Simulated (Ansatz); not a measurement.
## AgF (model cell, started as zinc blende): from the cell to its phonons

How does AgF (model cell, started as zinc blende) vibrate, and is this structure a minimum?

Calculated with Ansatz 0.2.0; DFT PBEsol, scalar-relativistic, plane waves, PAW.

The structure was built from a prototype and need not be the compound's stable phase.

### 1. Set-up

Symmetry: F-43m, No. 216, cubic system. Conventional cell: a = 5.384 Å, b = 5.384 Å, c = 5.384 Å, α = 90.00°, β = 90.00°, γ = 90.00°. Ag has 4 F at 2.33 Å nearest. Nearest to F lie 4 Ag at 2.33 Å. Farther neighbours and most contacts between anions are not listed.

Coordinates:

```cif
data_structure
_symmetry_space_group_name_H-M 'F-43m'
_symmetry_Int_Tables_number 216
_cell_length_a 5.3837
_cell_length_b 5.3837
_cell_length_c 5.3837
_cell_angle_alpha 90.000
_cell_angle_beta 90.000
_cell_angle_gamma 90.000
_cell_volume 156.04
loop_
_atom_site_label
_atom_site_type_symbol
_atom_site_symmetry_multiplicity
_atom_site_Wyckoff_symbol
_atom_site_fract_x
_atom_site_fract_y
_atom_site_fract_z
_atom_site_occupancy
Ag1 Ag 4 a 0.00000 0.00000 0.00000 1
F1 F 4 d 0.25000 0.25000 0.75000 1
```

### 2. Bringing the structure to rest

The cell and atoms are relaxed, since residual forces and stress would shift the frequencies.

Input file input.yaml:

```yaml
crystal:
  lattice:
    - [0.0, 2.69184, 2.69184]
    - [2.69184, 0.0, 2.69184]
    - [2.69184, 2.69184, 0.0]
  atoms:
    - { symbol: Ag, position: [0.0, 0.0, 0.0] }
    - { symbol: F, position: [0.25, 0.25, 0.25] }
kpoints:
  mp_grid: { grid: [12, 12, 12] }
hamiltonian:
  xc: pbesol
scf:
  occupations: { method: gaussian, width: 0.1 }
output:
  forces: true
  stress: true
  eigenvalues: true
relax:
  adjacent_minimum: "off"
  f_tol: 0.005
  max_steps: 80
  cell: { stress_tol: 0.05 }
```

Command:

```console
$ ansatz run input.yaml --threads 4 --pin off --max-ram 7168MiB --backend cpu --events-out ev --progress --plain --runs-dir out
```

Numbers of over 12 decimals in the logs are rounded to 6 here.

Log:

```text
Engine: ansatz 0.2.0, aarch64-unknown-linux-gnu
Pseudopotentials: kind: paw
Pseudopotential: Ag, paw, valence charge 19, recommended cutoff 420 eV (normal), Ag.paw.azcp
Pseudopotential: F, paw, valence charge 7, recommended cutoff 420 eV (normal), F.paw.azcp
Functional definition: PBEsol
  exchange = pbesol_x
  correlation = pbesol_c
Crystal: 2 atoms, lattice volume = 39.010 Å³
Basis set: ecut = 420 eV, 749 PW (Γ), exchange–correlation on 54×54×54 points (8 copies of the dense FFT grid, shifted against one another)
Bands: 17, of which v1, the nominal top of the filled ones, is band 13 counted from 1 (12 counted from 0)
Symmetry: 24 space group operations
Space group: F-43m (ITA 216), of the structure as read, at distance tolerance 3.4e-5 Å
k-points: 72 of 1728 (time reversal used)
Non-local potential: Ag, projectors of the file, l = 0: 3, l = 1: 2, l = 2: 2, l = 3: 1
Non-local potential: F, projectors of the file, l = 0: 2, l = 1: 2, l = 2: 1
PAW form: soft (Blöchl's): semilocal exchange-correlation on the pseudo side does not see the compensation charge
PAW frozen core: Ag, regenerated for the run's functional, and the local potential with it (the file was generated under x = pbe(κ = 0.804, μ = 0.219515), c = pbe(β = 0.066725))
PAW frozen core: F, regenerated for the run's functional, and the local potential with it (the file was generated under x = pbe(κ = 0.804, μ = 0.219515), c = pbe(β = 0.066725))
PAW one-centre angular grid: Ag, 590 points (default); XC on 64 Gauss nodes
PAW one-centre angular grid: F, 110 points (default); XC on 64 Gauss nodes
Initial density: superposition of atomic densities (neutral atoms: chi_scale 0, normalization atom), corrected by the library's trained network
Initial wavefunctions: pseudopotential atomic-orbital guess
Functional: x = pbesol(κ = 0.804, μ = 0.123457), c = pbesol(β = 0.046)
SCF iter   1: F=—  HF=-8321.332363 eV  |F-HF|=—  |Δ(HF+E_count)|=         —  Δρ=1.27e-2  dr2=4.37e-2  ethr=1.77e-3  ⟨swp⟩=5.3  Hψ=5264  notcnv=0
preconditioner: auto → none  [insulator: Δε(μ)=0.225 eV  Ē_g=12.565 eV  σ=0.100 eV  W_gap=0.89  n_scr=14 (ndim 8)  ℏωp=25.2 eV  f_vac=0.245  D(μ)=0.08/eV (n_scr^D=0)  ε∞_Penn≈5.0]
SCF iter   2: F=—  HF=-8321.328801 eV  |F-HF|=—  |Δ(HF+E_count)|=   3.56e-3  Δρ=9.85e-3  dr2=2.59e-2  ethr=1.68e-4  ⟨swp⟩=2.0  Hψ=2724  notcnv=0
SCF iter   3: F=—  HF=-8321.322209 eV  |F-HF|=—  |Δ(HF+E_count)|=   6.59e-3  Δρ=7.42e-4  dr2=9.88e-5  ethr=9.95e-5  ⟨swp⟩=2.0  Hψ=2092  notcnv=0
SCF iter   4: F=—  HF=-8321.322233 eV  |F-HF|=—  |Δ(HF+E_count)|=   2.49e-5  Δρ=3.92e-4  dr2=2.26e-5  ethr=3.80e-7  ⟨swp⟩=2.3  Hψ=1765  notcnv=0
SCF iter   5: F=—  HF=-8321.322258 eV  |F-HF|=—  |Δ(HF+E_count)|=   2.44e-5  Δρ=2.31e-5  dr2=1.51e-7  ethr=8.68e-8  ⟨swp⟩=2.3  Hψ=1779  notcnv=0
SCF iter   6: F=-8321.322258 eV  HF=-8321.322258 eV  |F-HF|=9.43e-9  |Δ(HF+E_count)|=   1.02e-7  Δρ=4.47e-6  dr2=3.43e-9  ethr=3.85e-10  ⟨swp⟩=5.0  Hψ=5078  notcnv=0
SCF 1 converged in 6 iterations: F = -8321.322258 eV  dr2 = 3.43e-9
  greatest PAW one-centre occupation: 1.000 electrons in one spin orbital (limit 2), on the Ag atom at site 0 (counted from 0), in its partial waves of l = 0
relax step   1: F+E_penalty+E_count = -8321.32225797 eV  Δ(F+E_penalty+E_count) = +0.000e0 eV  max|allowed force component| = 8.789e-17 eV/Å  Δτ_max = 0.0000 Å  P = -1.529 GPa  Ω = 39.010 Å³  (6 SCF iters, dr2 threshold 1.00e-7 eV, accepted)
Crystal: 2 atoms, lattice volume = 38.084 Å³
Basis set: ecut = 420 eV, 725 PW (Γ), exchange–correlation on 54×54×54 points (8 copies of the dense FFT grid, shifted against one another)
Initial density: handed on by an earlier stage of this run
Initial wavefunctions: those handed on with the density
iter 1 solved again at ethr=1.86e-5 eV; its pass at ethr=3.10e-3 eV (dr2=4.83e-3 eV) is discarded
SCF iter   1: F=—  HF=-8321.331315 eV  |F-HF|=—  |Δ(HF+E_count)|=         —  Δρ=3.11e-3  dr2=4.50e-3  ethr=1.86e-5  ⟨swp⟩=1.0  Hψ=6916  notcnv=0
preconditioner: auto → none  [insulator: Δε(μ)=0.241 eV  Ē_g=12.788 eV  σ=0.100 eV  W_gap=0.91  n_scr=14 (ndim 8)  ℏωp=25.5 eV  f_vac=0.232  D(μ)=0.07/eV (n_scr^D=0)  ε∞_Penn≈5.0]
SCF iter   2: F=—  HF=-8321.330909 eV  |F-HF|=—  |Δ(HF+E_count)|=   4.06e-4  Δρ=3.85e-3  dr2=3.35e-3  ethr=1.73e-5  ⟨swp⟩=2.0  Hψ=1883  notcnv=0
SCF iter   3: F=—  HF=-8321.330087 eV  |F-HF|=—  |Δ(HF+E_count)|=   8.22e-4  Δρ=6.04e-4  dr2=6.40e-5  ethr=1.29e-5  ⟨swp⟩=2.1  Hψ=1813  notcnv=0
SCF iter   4: F=—  HF=-8321.330055 eV  |F-HF|=—  |Δ(HF+E_count)|=   3.24e-5  Δρ=5.31e-5  dr2=8.53e-7  ethr=2.46e-7  ⟨swp⟩=2.4  Hψ=1983  notcnv=0
SCF iter   5: F=-8321.330055 eV  HF=-8321.330055 eV  |F-HF|=2.60e-8  |Δ(HF+E_count)|=   9.70e-8  Δρ=2.27e-5  dr2=1.10e-7  ethr=7.69e-10  ⟨swp⟩=5.2  Hψ=5253  notcnv=0
SCF 2 converged in 5 iterations: F = -8321.330055 eV  dr2 = 1.10e-7
relax step   2: F+E_penalty+E_count = -8321.33005502 eV  Δ(F+E_penalty+E_count) = -7.797e-3 eV  max|allowed force component| = 2.602e-17 eV/Å  Δτ_max = 0.0000 Å  P = -0.410 GPa  Ω = 38.084 Å³  energy of the carried Pulay correction = +2.131e-3 eV  (5 SCF iters, dr2 threshold 2.00e-7 eV, accepted)
Crystal: 2 atoms, lattice volume = 37.755 Å³
iter 1 solved again at ethr=2.56e-6 eV; its pass at ethr=3.10e-3 eV (dr2=6.65e-4 eV) is discarded
SCF iter   1: F=—  HF=-8321.331376 eV  |F-HF|=—  |Δ(HF+E_count)|=         —  Δρ=1.11e-3  dr2=5.67e-4  ethr=2.56e-6  ⟨swp⟩=2.6  Hψ=6838  notcnv=0
preconditioner: auto → none  [insulator: Δε(μ)=0.219 eV  Ē_g=12.847 eV  σ=0.100 eV  W_gap=0.88  n_scr=14 (ndim 8)  ℏωp=25.6 eV  f_vac=0.227  D(μ)=0.09/eV (n_scr^D=0)  ε∞_Penn≈5.0]
SCF iter   2: F=—  HF=-8321.331329 eV  |F-HF|=—  |Δ(HF+E_count)|=   4.70e-5  Δρ=1.37e-3  dr2=4.17e-4  ethr=2.18e-6  ⟨swp⟩=2.0  Hψ=1873  notcnv=0
SCF iter   3: F=—  HF=-8321.331228 eV  |F-HF|=—  |Δ(HF+E_count)|=   1.01e-4  Δρ=2.18e-4  dr2=8.59e-6  ethr=1.61e-6  ⟨swp⟩=2.1  Hψ=1797  notcnv=0
SCF iter   4: F=—  HF=-8321.331224 eV  |F-HF|=—  |Δ(HF+E_count)|=   4.26e-6  Δρ=1.80e-5  dr2=9.49e-8  ethr=7.69e-10  ⟨swp⟩=4.2  Hψ=6119  notcnv=0
SCF iter   5: F=-8321.331224 eV  HF=-8321.331224 eV  |F-HF|=4.97e-9  |Δ(HF+E_count)|=   9.49e-9  Δρ=8.37e-6  dr2=1.53e-8  ethr=3.65e-10  ⟨swp⟩=2.0  Hψ=4324  notcnv=0
SCF 3 converged in 5 iterations: F = -8321.331224 eV  dr2 = 1.53e-8
relax step   3: F+E_penalty+E_count = -8321.33122413 eV  Δ(F+E_penalty+E_count) = -1.169e-3 eV  max|allowed force component| = 5.435e-17 eV/Å  Δτ_max = 0.0000 Å  P = +0.022 GPa  Ω = 37.755 Å³  energy of the carried Pulay correction = +2.900e-3 eV  (5 SCF iters, dr2 threshold 2.00e-7 eV, accepted)
[...]
relax step   4: F+E_penalty+E_count = -8321.32885183 eV  Δ(F+E_penalty+E_count) = +2.372e-3 eV  max|allowed force component| = 5.435e-17 eV/Å  Δτ_max = 0.0000 Å  P = -0.098 GPa  Ω = 37.755 Å³  stress off target by 9.84e-2 GPa  SCF on the basis re-selected at this cell (its energy is not comparable with the rows above)  (6 SCF iters)
[...]
relax step   5: F+E_penalty+E_count = -8321.32904697 eV  Δ(F+E_penalty+E_count) = -1.951e-4 eV  max|allowed force component| = 2.660e-17 eV/Å  Δτ_max = 0.0000 Å  P = +0.000 GPa  Ω = 37.681 Å³  energy of the carried Pulay correction = +1.723e-4 eV  (4 SCF iters, dr2 threshold 2.42e-8 eV, accepted)
iter 1 solved again at ethr=1.61e-8 eV; its pass at ethr=3.10e-3 eV (dr2=4.19e-6 eV) is discarded
SCF iter   1: F=—  HF=-8321.328879 eV  |F-HF|=—  |Δ(HF+E_count)|=         —  Δρ=1.48e-5  dr2=1.34e-8  ethr=1.61e-8  ⟨swp⟩=3.1  Hψ=8680  notcnv=0
preconditioner: auto → none  [insulator: Δε(μ)=0.213 eV  Ē_g=12.864 eV  σ=0.100 eV  W_gap=0.87  n_scr=14 (ndim 8)  ℏωp=25.7 eV  f_vac=0.225  D(μ)=0.09/eV (n_scr^D=0)  ε∞_Penn≈5.0]
SCF iter   2: F=—  HF=-8321.328872 eV  |F-HF|=—  |Δ(HF+E_count)|=   7.50e-6  Δρ=6.50e-6  dr2=4.20e-9  ethr=5.14e-11  ⟨swp⟩=2.1  Hψ=2154  notcnv=0
SCF iter   3: F=—  HF=-8321.328872 eV  |F-HF|=—  |Δ(HF+E_count)|=   2.30e-9  Δρ=3.53e-6  dr2=1.90e-9  ethr=1.62e-11  ⟨swp⟩=2.1  Hψ=1763  notcnv=0
SCF iter   4: F=—  HF=-8321.328872 eV  |F-HF|=—  |Δ(HF+E_count)|=  1.09e-11  Δρ=1.15e-6  dr2=2.92e-10  ethr=7.31e-12  ⟨swp⟩=2.0  Hψ=1873  notcnv=0
SCF iter   5: F=-8321.328872 eV  HF=-8321.328872 eV  |F-HF|=3.64e-12  |Δ(HF+E_count)|=  5.09e-11  Δρ=2.86e-7  dr2=1.35e-11  ethr=1.00e-12  ⟨swp⟩=4.0  Hψ=5476  notcnv=0
SCF 6 converged in 5 iterations: F = -8321.328872 eV  dr2 = 1.35e-11
relax step   6: F+E_penalty+E_count = -8321.32887189 eV  Δ(F+E_penalty+E_count) = +1.751e-4 eV  max|allowed force component| = 2.718e-17 eV/Å  Δτ_max = 0.0000 Å  P = -0.005 GPa  Ω = 37.681 Å³  stress off target by 4.73e-3 GPa  SCF on the basis re-selected at this cell (its energy is not comparable with the rows above)  (5 SCF iters)
basis re-selected at this cell: Δ(F+E_penalty+E_count) = +1.751e-4 eV, ΔP = -0.005 GPa vs the last step (what re-selecting the basis moved, of the pressure what is left beyond the Pulay correction that the steps carried, after the strain that the cell walked since its last selection, with what the two solves' SCF thresholds leave and, on support functions, any second-order correction that the steps lacked; it is no m [...]
SCF converged after 5 iterations
Free energy (F): -8321.328872 eV
Harris-Foulkes:  -8321.328872 eV  (|F-HF|=3.64e-12)
Internal energy: -8321.328401 eV  (E = F + TS)
E sigma→0 (E₀):  -8321.328637 eV
Entropy (-TS):   -0.000471 eV (-0.235 meV/atom)
Fermi energy:    6.102464 eV
--- Per-component energies (eV) ---
  E_band       = -416.004712
  E_kinetic    = 733.298226
  E_local      = -3690.753276  (includes V_loc(G=0)·N_el)
  E_nonlocal   = 161.468597
  E_hartree    = 1597.052844
  E_xc         = -258.961264
  E_vxc        = -331.240281  (∫ρ·V_xc dr)
  E_paw        = -4032.063451  (= ΣΔE_a)
  E_vpaw       = -482.886160  (= ΣTr[D̂ρ^β])
  E_aug_tail   = 0.002397  (compensation charges beyond the density's cutoff)
  E_ewald      = -2831.737655
  E_core_change = 0.365182  (= ΣΔE_core)
  E_smearing   = -0.000471  (= −TS)
  E_closure    = -0.000000  (closes the sum)
  Σ components = -8321.328872   (vs F -8321.328872, Δ=0.00e0)
--- Forces (eV/Å), atoms counted from 1 ---
  atom   1  Ag    -0.00000000     0.00000000     0.00000000
  atom   2  F     -0.00000000    -0.00000000    -0.00000000
  max |Σ_I F_I| component: 4.16e-17 eV/Å
--- Stress (GPa, compression-positive) ---
       -0.004729      -0.000000      -0.000000
       -0.000000      -0.004729      -0.000000
       -0.000000      -0.000000      -0.004729
  P = ⅓ Tr σ = -0.0047 GPa (-0.047 kbar)
--- Band table (eV; the first three rows and the last of 72) ---
  k-point 0: bands = [... 9 lower, 4.5794, 5.8756, 5.9867, 5.9867, 5.9867, 18.9962, 18.9962, 18.9962]
  k-point 1: bands = [... 9 lower, 4.5735, 5.7774, 5.9730, 5.9730, 6.1998, 18.2352, 19.0013, 19.0013]
  k-point 2: bands = [... 9 lower, 4.5645, 5.5579, 5.9294, 5.9294, 6.7419, 16.7238, 18.9918, 18.9918]
  k-point 71: bands = [... 9 lower, 4.5544, 4.8063, 4.8814, 5.5290, 12.5308, 12.8392, 14.8097, 14.9655]
--- Relaxed structure (4 steps of the walk, 4 accepted, 2 SCFs on fresh bases) ---
  F+E_penalty+E_count = -8321.32887189 eV   max|allowed force component| = 2.718e-17 eV/Å   (the final SCF, on the basis selected at the relaxed cell)
  cell:  # Å, volume = 37.6809 Å³
    - [0, 2.660912, 2.660912]
    - [2.660912, 0, 2.660912]
    - [2.660912, 2.660912, 0]
  atoms:
    - { symbol: Ag, position: [0, 0, 0] }
    - { symbol: F, position: [0.25, 0.25, 0.25] }
```

Elapsed: 7 s, on 4 threads of Arm Neoverse V2, shared host; peak memory 0.37 GiB.

Relaxation path:

```tsv
step	energy less that of the first step (eV)	largest force component (eV/Å)	pressure (GPa)	volume (Å³)
1	0.0000	0.0000	-1.53	39.01
2	-0.0078	0.0000	-0.41	38.08
3	-0.0090	0.0000	0.02	37.76
4*	-0.0066	0.0000	-0.10	37.76
5	-0.0068	0.0000	0.00	37.68
6*	-0.0066	0.0000	0.00	37.68
```

Relaxation steps marked * repeat the geometry before them on a plane-wave basis chosen anew for their cell, so energy and pressure can jump there.

The run keeps the 24 symmetry operations that it works with, so distortions that break them were not tested.

```tsv
conventional cell, symmetrised	before	after	change
a (Å)	5.384	5.322	-1.1 %
b (Å)	5.384	5.322	-1.1 %
c (Å)	5.384	5.322	-1.1 %
volume (Å³/atom)	19.51	18.84	-3.4 %
```

The relaxed structure:

```cif
data_structure
_symmetry_space_group_name_H-M 'P 1'
_symmetry_Int_Tables_number 1
_cell_length_a 3.7631
_cell_length_b 3.7631
_cell_length_c 3.7631
_cell_angle_alpha 60.000
_cell_angle_beta 60.000
_cell_angle_gamma 60.000
_cell_volume 37.68
loop_
_atom_site_label
_atom_site_type_symbol
_atom_site_fract_x
_atom_site_fract_y
_atom_site_fract_z
_atom_site_occupancy
Ag1 Ag 0.00000 0.00000 0.00000 1
F2 F 0.25000 0.25000 0.25000 1
```

Numbers from this step:

| Property | Result |
| --- | --- |
| pressure | -0.004729 GPa |
| volume per atom | 18.84 Å³ |
| gap on the k-mesh | 0 eV |

In this step the volume went from 19.51 to 18.84 Å³/atom.

### 3. Tight relaxation

Phonons need a cell at rest on their own settings, so the relaxation is repeated with tight tolerances on forces and stress, using the mesh and the filling of the phonon run that follows.

input.yaml, the sections that differ from step 2:

```yaml
crystal:
  lattice:
    - [0.0, 2.66091203, 2.66091203]
    - [2.66091203, 0.0, 2.66091203]
    - [2.66091203, 2.66091203, 0.0]
  atoms:
    - { symbol: Ag, position: [0.0, 0.0, 0.0] }
    - { symbol: F, position: [0.25, 0.25, 0.25] }
scf:
  occupations: { method: methfessel_paxton, width: 0.15 }
relax:
  adjacent_minimum: "off"
  f_tol: 0.001
  max_steps: 60
  cell: { stress_tol: 0.01 }
# kpoints, hamiltonian, output: as in step 2
```

Log:

```text
[...]
Crystal: 2 atoms, lattice volume = 37.681 Å³
Basis set: ecut = 420 eV, 725 PW (Γ), exchange–correlation on 54×54×54 points (8 copies of the dense FFT grid, shifted against one another)
Bands: 17, of which v1, the nominal top of the filled ones, is band 13 counted from 1 (12 counted from 0)
Symmetry: 24 space group operations
[...]
k-points: 72 of 1728 (time reversal used)
[...]
k-point 71: bands = [... 9 lower, 4.5566, 4.8091, 4.8842, 5.5312, 12.5313, 12.8400, 14.8104, 14.9660]
--- Relaxed structure (1 steps of the walk, 1 accepted, 1 SCFs on fresh bases) ---
[...]
cell:  # Å, volume = 37.6809 Å³
    - [0.0, 2.66091203, 2.66091203]
    - [2.66091203, 0.0, 2.66091203]
    - [2.66091203, 2.66091203, 0.0]
  atoms:
    - { symbol: Ag, position: [0.0, 0.0, 0.0] }
    - { symbol: F, position: [0.250000, 0.250000, 0.250000] }
[key lines of the parts left out:]
SCF converged after 6 iterations
Free energy (F): -8321.327210 eV
Fermi energy:    6.023505 eV
P = ⅓ Tr σ = -0.0083 GPa (-0.083 kbar)
```

The job ended after 2.5 s (4 threads; peak memory 0.36 GiB).

Little changed from the start: no atom moved by 0.005 Å and no cell edge by 0.1 %.

Numbers from this step:

```yaml
pressure: -0.008269 GPa
```

The forces vanish by symmetry and the pressure is -0.008 GPa, within the tolerances set. The cell now holds 18.84 Å³/atom.

### 4. Linear response at the zone centre

The zone centre comes first: it holds the modes that light can see, as far as symmetry allows. No field response is asked, since the mesh shows no gap.

Changes to input.yaml since step 3:

```diff
@@ -15,9 +15,4 @@
 output:
-  forces: true
-  stress: true
   eigenvalues: true
-relax:
-  adjacent_minimum: "off"
-  f_tol: 0.001
-  max_steps: 60
-  cell: { stress_tol: 0.01 }
+phonons:
+  method: dfpt
```

Log:

```text
zone centre: on kpoints.mp_grid the ground state, and the responses unless they are solved on pairs of k-points, stand on 163 of the mesh's 1728 k-points, reduced under 8 symmetry operations, with k and −k counted as one. Each operation leaves every solved displacement unchanged or reverses it
[...]
Crystal: 2 atoms, lattice volume = 37.681 Å³
Basis set: ecut = 420 eV, 725 PW (Γ), exchange–correlation on 54×54×54 points (8 copies of the dense FFT grid, shifted against one another)
Bands: 17, of which v1, the nominal top of the filled ones, is band 13 counted from 1 (12 counted from 0)
Symmetry: 24 space group operations
k-points: 163 of 1728 (irreducible under 8 space group operations, time reversal used)
[...]
SCF iter   1: F=—  HF=-8321.337727 eV  |F-HF|=—  |Δ(HF+E_count)|=         —  Δρ=1.30e-2  dr2=4.47e-2  ethr=1.77e-3  ⟨swp⟩=4.8  Hψ=11653  notcnv=0
[...]
SCF iter   8: F=-8321.327210 eV  HF=-8321.327210 eV  |F-HF|=0.00e0  |Δ(HF+E_count)|=  1.31e-10  S|Δr|=    0.00e0  Δρ=4.22e-8  dr2=6.52e-13  ethr=1.00e-12  ⟨swp⟩=5.1  Hψ=11196  notcnv=0
SCF 1 converged in 8 iterations: F = -8321.327210 eV  dr2 = 6.52e-13
[...]
DFPT response loops at Γ: preconditioner auto → none (partly filled bands, converged f_vac=0.225); β = 0.50; Broyden in place of MSR1
SCF converged after 8 iterations
[...]
Free energy (F): -8321.327210 eV
[...]
Internal energy: -8321.331079 eV  (E = F + TS)
E sigma→0 (E₀):  -8321.328177 eV
Entropy (-TS):   0.003869 eV (1.935 meV/atom)
Fermi energy:    6.023504 eV
[...]
--- Band table (eV; the first three rows and the last of 163) ---
  k-point 0: bands = [... 9 lower, 4.5823, 5.8763, 5.9882, 5.9882, 5.9882, 18.9969, 18.9969, 18.9969]
  k-point 1: bands = [... 9 lower, 4.5764, 5.7789, 5.9746, 5.9746, 6.2006, 18.2359, 19.0020, 19.0020]
  k-point 2: bands = [... 9 lower, 4.5674, 5.5597, 5.9311, 5.9311, 6.7424, 16.7246, 18.9925, 18.9925]
  k-point 162: bands = [... 9 lower, 4.5566, 4.8091, 4.8842, 5.5312, 12.5313, 12.8400, 14.8104, 14.9660]
--- Phonons (Γ-DFPT): 2 representative perturbations + reference, on 163 of 1728 k-points (Σ response iterations 7) ---
  k mesh reduced under 8 symmetry operations, with k and −k counted as one. Each operation leaves every solved displacement unchanged or reverses it
  ASR residual: 2.793e-5 → 0.000e0 eV/Å²; symmetrization residual: 4.903e-6 eV/Å²
  ASR residual per site (eV/Å²): 2.79e-5 3.87e-6
  Γ frequencies (cm⁻¹): 0.00 0.00 0.00 142.50 142.50 142.50
  non-analytic LO–TO correction: not included (Born effective charges unavailable; polar crystals: no LO–TO splitting at Γ)
```

The job ended after 8.4 s (4 threads; peak memory 0.54 GiB).

Numbers from this step:

```
sum-rule residual before enforcement                    : 2.79e-5 eV/Å²
point group                                             : -43m
highest optical mode at the zone centre (no LO-TO term) : 142.5 cm⁻¹
lowest optical zone-centre mode                         : 142.5 cm⁻¹
```

Patterns of degenerate modes are one choice out of their space. The modes at Γ (shares of kinetic energy by element, %):

```tsv
mode	frequency (cm⁻¹)	symmetry	Ag %	F %
1	0.0	acoustic	85	15
2	0.0	acoustic	85	15
3	0.0	acoustic	85	15
4	142.5	T2	15	85
5	142.5	T2	15	85
6	142.5	T2	15	85
```

Displacements in mode 6 (142.5 cm⁻¹), the largest set to 1:
```
Ag1  0.00 -0.18 -0.03
F2   0.00  1.00  0.16
```

Before it was imposed, the acoustic sum rule was missed by 2.8e-5 eV/Å². Small misses are needed for a sound result but don't prove that mesh and cutoff are converged. The lowest optical mode is real, 142 cm⁻¹.

[end of part 1 of 2]

[Logs are printed without paths, hosts, clocks, repeated set-up lines and the standing remarks that a program may print on its own settings, such as how far it seeks lower states.]

[Hosts, paths, dates, database ids (printed as entryN), source tags and the programs' standing remarks are cut or masked in the printed files.]
